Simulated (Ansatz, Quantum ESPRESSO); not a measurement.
# BaLiF3 (Pm-3m): modes at Γ and the response to a field, part 3 of 3

Aim: the zone-centre modes of BaLiF3 (Pm-3m).

Quantum ESPRESSO 7.5; DFT LDA, scalar-relativistic, plane waves, JTH PAW pseudopotentials.

So far, mean static dielectric tensor (ions relaxed, fixed cell): step 6 (zone-centre analysis) 11.4. The relaxed cell has a = 3.895 Å (conventional setting).

## 8. Sum rules set otherwise (asr no)

Without the rule the raw error of the acoustic modes shows.

File dynmat.in:

```
 &input
    fildyn='g.dyn',
    asr='no',
    lperm=.true.,
 /
```

On the command line:

```console
$ dynmat.x -in dynmat.in > dynmat.out
```

Numbers of over 12 decimals in the logs are rounded to 6 here.

Log:

```text
[banner, memory and clock lines left out]
Program DYNMAT v.7.5

     Reading Dynamical Matrix from file g.dyn
     ...Force constants read
     ...epsilon and Z* read
     A direction for q was not specified:TO-LO splitting will be absent

     Polarizability (A^3 units)
     multiply by 0.636393 for Clausius-Mossotti correction
         8.061291    0.000000    0.000000
         0.000000    8.061291    0.000000
         0.000000    0.000000    8.061291

     IR activities are in (D/A)^2/amu units

# mode   [cm-1]    [THz]      IR
    1      1.61    0.0483    0.0000
    2      1.61    0.0483    0.0000
    3      1.61    0.0483    0.0000
    4    157.62    4.7252    5.0867
    5    157.62    4.7252    5.0867
    6    157.62    4.7252    5.0867
    7    207.25    6.2132    0.0000
    8    207.25    6.2132    0.0000
    9    207.25    6.2132    0.0000
   10    328.28    9.8416    1.0247
   11    328.28    9.8416    1.0247
   12    328.28    9.8416    1.0247
   13    417.88   12.5276    4.7202
   14    417.88   12.5276    4.7202
   15    417.88   12.5276    4.7202

Electronic dielectric permittivity tensor (relative, adimensional)
         2.714067    0.000000    0.000000
         0.000000    2.714067    0.000000
         0.000000    0.000000    2.714067

 ... with zone-center polar mode contributions
        11.422011    0.000000   -0.000000
         0.000000   11.422011   -0.000000
        -0.000000   -0.000000   11.422011

[end of the log left out, with the tail of the file of modes that dynmat.x writes under the same name]
```

It took 0.47 s on 1 thread of Arm Neoverse V2, shared host.

Read from the output:

```yaml
highest_optical_zone_centre_mode_no_lo_to_term: 417.9 cm⁻¹
mean_static_dielectric_constant: 11.42
```

Zone-centre frequencies as printed; negative means imaginary. Modes:

```tsv
mode	frequency (cm⁻¹)
1	1.61
2	1.61
3	1.61
4	157.6
5	157.6
6	157.6
7	207.2
8	207.2
9	207.2
10	328.3
11	328.3
12	328.3
13	417.9
14	417.9
15	417.9
```

Against the first rule no mode moves by more than 1.7 cm⁻¹.

## 9. Modes along a direction of q (1 0 0)

A longitudinal polar mode sets up a macroscopic field that stiffens it; the term hangs on the direction from which q goes to zero.

File dynmat.in:

```
 &input
    fildyn='g.dyn',
    asr='simple',
    q(1)=1.0,
    q(2)=0.0,
    q(3)=0.0,
 /
```

On the command line:

```console
$ dynmat.x -in dynmat.in > dynmat.out
```

Log:

```text
[banner, memory and clock lines left out]
Program DYNMAT v.7.5

     Reading Dynamical Matrix from file g.dyn
     ...Force constants read
     ...epsilon and Z* read

     Polarizability (A^3 units)
     multiply by 0.636393 for Clausius-Mossotti correction
         8.061291    0.000000    0.000000
         0.000000    8.061291    0.000000
         0.000000    0.000000    8.061291

     IR activities are in (D/A)^2/amu units

# mode   [cm-1]    [THz]      IR
    1     -0.00   -0.0000    0.0000
    2      0.00    0.0000    0.0000
    3      0.00    0.0000    0.0000
    4    157.61    4.7250    5.0625
    5    157.61    4.7250    5.0625
    6    207.24    6.2130    0.0000
    7    207.24    6.2130    0.0000
    8    207.24    6.2130    0.0000
    9    247.46    7.4187    1.2124
   10    328.28    9.8415    1.0278
   11    328.28    9.8415    1.0278
   12    343.01   10.2833    0.4506
   13    417.81   12.5257    4.7367
   14    417.81   12.5257    4.7367
   15    521.77   15.6422    9.1641

[end of the log left out, with the tail of the file of modes that dynmat.x writes under the same name]
```

Elapsed: 0.47 s, on 1 thread.

This step gave:

```
highest mode moved by the LO-TO term : 521.8 cm⁻¹
```

Zone-centre frequencies as printed; negative means imaginary. Modes:

```tsv
mode	frequency (cm⁻¹)
1	0
2	0
3	0
4	157.6
5	157.6
6	207.2
7	207.2
8	207.2
9	247.5
10	328.3
11	328.3
12	343
13	417.8
14	417.8
15	521.8
```

The field moves 3 modes; the highest of them now lies at 522 cm⁻¹, where the highest that moved away lay at 418.

## 10. The same in Ansatz

The same cell goes through another code, with its own cutoff. The potentials differ. Its k mesh is centred on Γ.

This step: DFT LDA, scalar-relativistic, plane waves, PAW (Ansatz 0.2.0).

File input.yaml:

```yaml
crystal:
  lattice:
    - [3.8951921583, 0.0, 0.0]
    - [0.0, 3.8951921583, 0.0]
    - [0.0, 0.0, 3.8951921583]
  atoms:
    - { symbol: Ba, position: [0.0, 0.0, 0.0] }
    - { symbol: Li, position: [0.5, 0.5, 0.5] }
    - { symbol: F, position: [0.0, 0.5, 0.5] }
    - { symbol: F, position: [0.5, 0.5, 0.0] }
    - { symbol: F, position: [0.5, 0.0, 0.5] }
kpoints:
  mp_grid: { grid: [6, 6, 6] }
hamiltonian:
  xc: lda
scf:
  occupations: { method: fixed }
output:
  eigenvalues: true
phonons:
  method: dfpt
  dielectric: true
  rigid_motions: translations
```

On the command line:

```console
$ ansatz run input.yaml --threads 4 --pin off --max-ram 8192MiB --backend cpu --events-out ev --progress --plain --runs-dir out
```

Log:

```text
Engine: ansatz 0.2.0, aarch64-unknown-linux-gnu
Pseudopotentials: kind: paw
Pseudopotential: Ba, paw, valence charge 10, recommended cutoff 420 eV (normal), Ba.paw.azcp
Pseudopotential: Li, paw, valence charge 3, recommended cutoff 420 eV (normal), Li.paw.azcp
Pseudopotential: F, paw, valence charge 7, recommended cutoff 420 eV (normal), F.paw.azcp
Functional definition: SPW92
  exchange = slater_x
  correlation = pw_c
Crystal: 5 atoms, lattice volume = 59.100 Å³
Basis set: ecut = 420 eV, 1189 PW (Γ), exchange–correlation on 54×54×54 points (8 copies of the dense FFT grid, shifted against one another)
Bands: 22, of which v1, the nominal top of the filled ones, is band 17 counted from 1 (16 counted from 0)
Symmetry: 48 space group operations
k-points: 80 of 216 (irreducible under 2 space group operations, time reversal used)
Non-local potential: Ba, projectors of the file, l = 0: 3, l = 1: 2, l = 2: 2, l = 3: 2
Non-local potential: Li, projectors of the file, l = 0: 3, l = 1: 2, l = 2: 1
Non-local potential: F, projectors of the file, l = 0: 2, l = 1: 2, l = 2: 1
PAW form: soft (Blöchl's): semilocal exchange-correlation on the pseudo side does not see the compensation charge
PAW frozen core: Ba, regenerated for the run's functional, and the local potential with it (the file was generated under x = pbe(κ = 0.804, μ = 0.219515), c = pbe(β = 0.066725))
PAW frozen core: F, regenerated for the run's functional, and the local potential with it (the file was generated under x = pbe(κ = 0.804, μ = 0.219515), c = pbe(β = 0.066725))
PAW one-centre angular grid: Ba, 194 points (default); XC on 64 Gauss nodes
PAW one-centre angular grid: Li, 110 points (default); XC on 64 Gauss nodes
PAW one-centre angular grid: F, 110 points (default); XC on 64 Gauss nodes
Initial density: superposition of atomic densities (neutral atoms: chi_scale 0, normalization atom), corrected by the library's trained network
Initial wavefunctions: pseudopotential atomic-orbital guess
Functional: x = slater, c = lda
SCF iter   1: F=—  HF=-8372.230508 eV  |F-HF|=—  |Δ(HF+E_count)|=         —  Δρ=2.01e-2  dr2=1.65e-1  ethr=1.77e-3  ⟨swp⟩=4.9  Hψ=7528  notcnv=0  defer=219
preconditioner: auto → Resta (q_TF=auto, 2.488 Å⁻¹)  ε∞=3.6  [insulator: Δε(μ)=6.350 eV  Ē_g=16.994 eV  n_scr=18 (ndim 8)  ℏωp=27.3 eV  f_vac=0.000  ε∞_Penn≈3.6]
SCF iter   2: F=—  HF=-8372.179119 eV  |F-HF|=—  |Δ(HF+E_count)|=   5.14e-2  Δρ=5.04e-3  dr2=4.09e-3  ethr=4.84e-4  ⟨swp⟩=2.0  Hψ=3440  notcnv=0  defer=226
SCF iter   3: F=—  HF=-8372.177342 eV  |F-HF|=—  |Δ(HF+E_count)|=   1.78e-3  Δρ=2.10e-3  dr2=1.31e-3  ethr=1.20e-5  ⟨swp⟩=2.4  Hψ=3233  notcnv=0  defer=236
SCF iter   4: F=—  HF=-8372.176993 eV  |F-HF|=—  |Δ(HF+E_count)|=   3.49e-4  Δρ=9.21e-4  dr2=2.46e-4  ethr=3.85e-6  ⟨swp⟩=1.0  Hψ=1682  notcnv=0  defer=225
SCF iter   5: F=—  HF=-8372.176892 eV  |F-HF|=—  |Δ(HF+E_count)|=   1.01e-4  Δρ=2.00e-4  dr2=1.19e-5  ethr=7.22e-7  ⟨swp⟩=2.0  Hψ=1760  notcnv=0  defer=185
SCF iter   6: F=—  HF=-8372.176888 eV  |F-HF|=—  |Δ(HF+E_count)|=   4.01e-6  Δρ=2.14e-5  dr2=1.56e-7  ethr=3.51e-8  ⟨swp⟩=2.0  Hψ=1794  notcnv=0  defer=160
SCF iter   7: F=—  HF=-8372.176888 eV  |F-HF|=—  |Δ(HF+E_count)|=   8.96e-8  Δρ=1.99e-6  dr2=1.24e-9  ethr=4.59e-10  ⟨swp⟩=2.4  Hψ=2978  notcnv=0  defer=145
SCF iter   8: F=-8372.176888 eV  HF=-8372.176888 eV  |F-HF|=3.09e-11  |Δ(HF+E_count)|=  6.29e-10  Δρ=3.41e-7  dr2=4.90e-11  ethr=1.00e-12  ⟨swp⟩=14.3  Hψ=15530  notcnv=0
SCF 1 converged in 8 iterations: F = -8372.176888 eV  dr2 = 4.90e-11
  greatest PAW one-centre occupation: 1.000 electrons in one spin orbital (limit 2), on the Li atom at site 1 (counted from 0), in its partial waves of l = 0
DFPT response loops at Γ: preconditioner auto → none (the input reference at scf.mixing.eps_inf says where Resta's filter doesn't serve); β = 0.50; Broyden in place of MSR1
SCF converged after 8 iterations
Free energy (F): -8372.176888 eV
Harris-Foulkes:  -8372.176888 eV  (|F-HF|=3.09e-11)
Internal energy: -8372.176888 eV  (E = F + TS)
E sigma→0 (E₀):  -8372.176888 eV
Fermi energy:    5.331340 eV
--- Per-component energies (eV) ---
  E_band       = -130.162697
  E_kinetic    = 812.428013
  E_local      = -1837.230954  (includes V_loc(G=0)·N_el)
  E_nonlocal   = 254.514322
  E_hartree    = 674.904292
  E_xc         = -415.798866
  E_vxc        = -458.193787  (∫ρ·V_xc dr)
  E_paw        = -5638.988076  (= ΣΔE_a)
  E_vpaw       = -251.495214  (= ΣTr[D̂ρ^β])
  E_aug_tail   = 0.006072  (compensation charges beyond the density's cutoff)
  E_ewald      = -2222.633962
  E_core_change = 0.622271  (= ΣΔE_core)
  E_smearing   = -0.000000  (= −TS)
  E_closure    = -0.000000  (closes the sum)
  Σ components = -8372.176888   (vs F -8372.176888, Δ=0.00e0)
--- Band table (eV; the first three rows and the last of 80) ---
  k-point 0: bands = [... 13 lower, 4.3140, 5.3313, 5.3313, 5.3313, 11.9983, 11.9983, 13.9359, 15.5420, ... 1 higher]
  k-point 1: bands = [... 13 lower, 4.2605, 5.0496, 5.2305, 5.2305, 12.3739, 12.5337, 14.5497, 15.6481, ... 1 higher]
  k-point 2: bands = [... 13 lower, 4.3105, 4.4886, 4.9770, 4.9770, 13.1724, 13.6468, 15.8977, 16.1870, ... 1 higher]
  k-point 79: bands = [... 13 lower, 5.0626, 5.1019, 5.1019, 5.1019, 13.6126, 13.6126, 13.6126, 17.6212, ... 1 higher]
--- Phonons (Γ-DFPT): 4 representative perturbations + reference, on 80 of 216 k-points (Σ response iterations 14) ---
  k mesh reduced under 2 symmetry operations, with k and −k counted as one. Each operation leaves every solved perturbation unchanged. A smaller set is not considered because the run solves the response to a homogeneous field
  ASR residual: 2.873e-4 → 0.000e0 eV/Å²; symmetrization residual: 1.319e-6 eV/Å²
  ASR residual per site (eV/Å²): 5.28e-5 2.74e-5 2.87e-4 2.87e-4 2.87e-4
  Γ frequencies (cm⁻¹): 0.00 0.00 0.00 145.85 145.85 145.85 198.67 198.67 198.67 327.39 327.39 327.39 401.79 401.79 401.79
  ε∞ (high-frequency dielectric tensor):
        2.730737    -0.000000     0.000000
        0.000000     2.730737     0.000000
        0.000000     0.000000     2.730737
  ε⁰ (static dielectric tensor: ions relaxed, cell fixed):
       13.119768     0.000000    -0.000000
        0.000000    13.119768     0.000000
       -0.000000     0.000000    13.119768
  ε⁰ − ε∞ (ionic part):
       10.389031     0.000000    -0.000000
        0.000000    10.389031     0.000000
       -0.000000     0.000000    10.389031
  softest optical mode at Γ: 145.85 cm⁻¹; the repairs (sum rule, projections) moved no ω² at Γ by more than (2.21 cm⁻¹)²
  Born effective charges Z* (e; rows j = field, columns β = displacement):
    site 0:
         2.79624   -0.00000    0.00000
         0.00000    2.79624    0.00000
         0.00000    0.00000    2.79624
    site 1:
         1.04630   -0.00000    0.00000
         0.00000    1.04630    0.00000
         0.00000   -0.00000    1.04630
    site 2:
        -1.02365    0.00000   -0.00000
        -0.00000   -1.40945    0.00000
         0.00000    0.00000   -1.40945
    site 3:
        -1.40945   -0.00000    0.00000
         0.00000   -1.40945    0.00000
         0.00000    0.00000   -1.02365
    site 4:
        -1.40945    0.00000    0.00000
        -0.00000   -1.02365    0.00000
         0.00000    0.00000   -1.40945
  Z* charge neutrality: 2.366e-5 e pre-enforcement
  k-mesh period / interband length: 23.4 Å / 0.95 Å = 24.56 at k = (0.0000, 0.0000, 0.0000), direct gap 6.667 eV — 14 or more, which is no proof of convergence
  optical modes at Γ without the LO–TO term, one row a degenerate level:
      ω (cm⁻¹)  modes    IR ((D/Å)²/amu)
        145.85      3            15.9455
        198.67      3             0.0000
        327.39      3             2.3860
        401.79      3            14.8186
  optical modes at Γ + LO–TO along q̂ = [1.0000, 0.0000, 0.0000]:
      ω (cm⁻¹)  modes    IR ((D/Å)²/amu)
        145.85      2            10.6303
        198.67      3             0.0000
        243.12      1             1.2642
        327.39      2             1.5907
        337.22      1             0.2674
        401.79      2             9.8790
        512.93      1             9.5184
  optical modes at Γ + LO–TO along q̂ = [0.0000, 1.0000, 0.0000]:
      ω (cm⁻¹)  modes    IR ((D/Å)²/amu)
        145.85      2            10.6303
        198.67      3             0.0000
        243.12      1             1.2642
        327.39      2             1.5907
        337.22      1             0.2674
        401.79      2             9.8790
        512.93      1             9.5184
  optical modes at Γ + LO–TO along q̂ = [0.0000, 0.0000, 1.0000]:
      ω (cm⁻¹)  modes    IR ((D/Å)²/amu)
        145.85      2            10.6303
        198.67      3             0.0000
        243.12      1             1.2642
        327.39      2             1.5907
        337.22      1             0.2674
        401.79      2             9.8790
        512.93      1             9.5184
```

Run time: 21 s. Hardware: 4 threads; peak memory 0.69 GiB; 79 s of CPU time.

Read from the output:

| Item | Value |
| --- | --- |
| gap on the k-mesh | 6.667 eV |
| sum-rule residual before enforcement | 2.87e-4 eV/Å² |
| miss of the charge sum rule | 2.37e-5 e |
| highest optical zone-centre mode (no LO-TO term) | 401.8 cm⁻¹ |
| lowest optical zone-centre mode | 145.8 cm⁻¹ |
| mean high-frequency dielectric constant | 2.731 |
| largest Born charge in size (third of the trace) | 2.796 e |
| mean static dielectric constant | 13.12 |
| highest mode moved by the LO-TO term | 512.9 cm⁻¹ |

Transverse modes. Infrared lines, with heights relative to the strongest:

```tsv
position (cm⁻¹)	label	IR intensity ((D/Å)²/amu), degenerate modes summed, relative
146	T1u	100
199	T2u	0.0
327	T1u	15
402	T1u	93
```

## 11. The two compared: QE JTH and Ansatz, PAW

Numbers from this step:

- root-mean-square difference: 10.83 cm⁻¹
- largest difference: 16.02 cm⁻¹

The 12 of 12 modes that differ most. Frequencies side by side:

```tsv
q (reciprocal lattice)	mode	QE JTH (cm⁻¹)	Ansatz, PAW (cm⁻¹)
0 0 0	4	157.6	145.8
0 0 0	5	157.6	145.8
0 0 0	6	157.6	145.8
0 0 0	7	207.2	198.7
0 0 0	8	207.2	198.7
0 0 0	9	207.2	198.7
0 0 0	10	328.3	327.4
0 0 0	11	328.3	327.4
0 0 0	12	328.3	327.4
0 0 0	13	417.8	401.8
0 0 0	14	417.8	401.8
0 0 0	15	417.8	401.8
```

The two runs side by side. Further quantities:

```tsv
quantity	QE JTH	Ansatz, PAW
mean ε∞	2.714	2.731
largest Born charge in size (e; the first before, the second after the charge sum rule)	2.765	2.796
```

At the zone centre the largest difference (acoustic modes at Γ apart) is 4 % of the highest mode.

## 12. What came out

```
space group after relaxation                                           : Pm-3m
volume per atom                                                        : 11.8 Å³
gap on the k-mesh                                                      : 6.60 eV
highest optical zone-centre mode (no LO-TO term)                       : 417.8 cm⁻¹
lowest optical zone-centre mode                                        : 157.6 cm⁻¹
highest mode moved by the LO-TO term                                   : 521.8 cm⁻¹
mean high-frequency dielectric constant                                : 2.71
largest Born charge in size (third of the trace)                       : 2.77 e
mean static dielectric constant                                        : 11.4
imaginary optical modes at the zone centre (no q mesh in this session) : none
largest difference from Ansatz, PAW                                    : 16.0 cm⁻¹
```

At the LDA level the optical modes of BaLiF3 (Pm-3m) at the zone centre (no LO-TO term) run from 158 to 418 cm⁻¹. Along the directions run, the highest mode that the macroscopic field moves lies at 522 cm⁻¹. Lattice motion raises the mean dielectric constant from 2.714 to 11.39. Of the 12 optical modes, 9 are infrared active alone and 3 are silent. QE JTH and Ansatz, PAW differ by 10.8 cm⁻¹ in the root mean square and by 16.0 cm⁻¹ at most, 3.8 % of the highest mode compared (acoustic modes at Γ left out); the two use different potentials, and the cell was not relaxed for the second set. These are harmonic frequencies at zero temperature: anharmonic shifts and linewidths and thermal expansion are left out. Spin-orbit coupling is left out, which can matter for the heavy elements here. The structure comes from a database and need not be the phase that is stable at ambient conditions.

[Host names and launcher messages were left out of these logs when they were recorded.]

[Logs are printed without paths, hosts, clocks, repeated set-up lines and the standing remarks that a program may print on its own settings, such as how far it seeks lower states.]

[Hosts, paths, dates, database ids (printed as entryN), source tags and the programs' standing remarks are cut or masked in the printed files.]
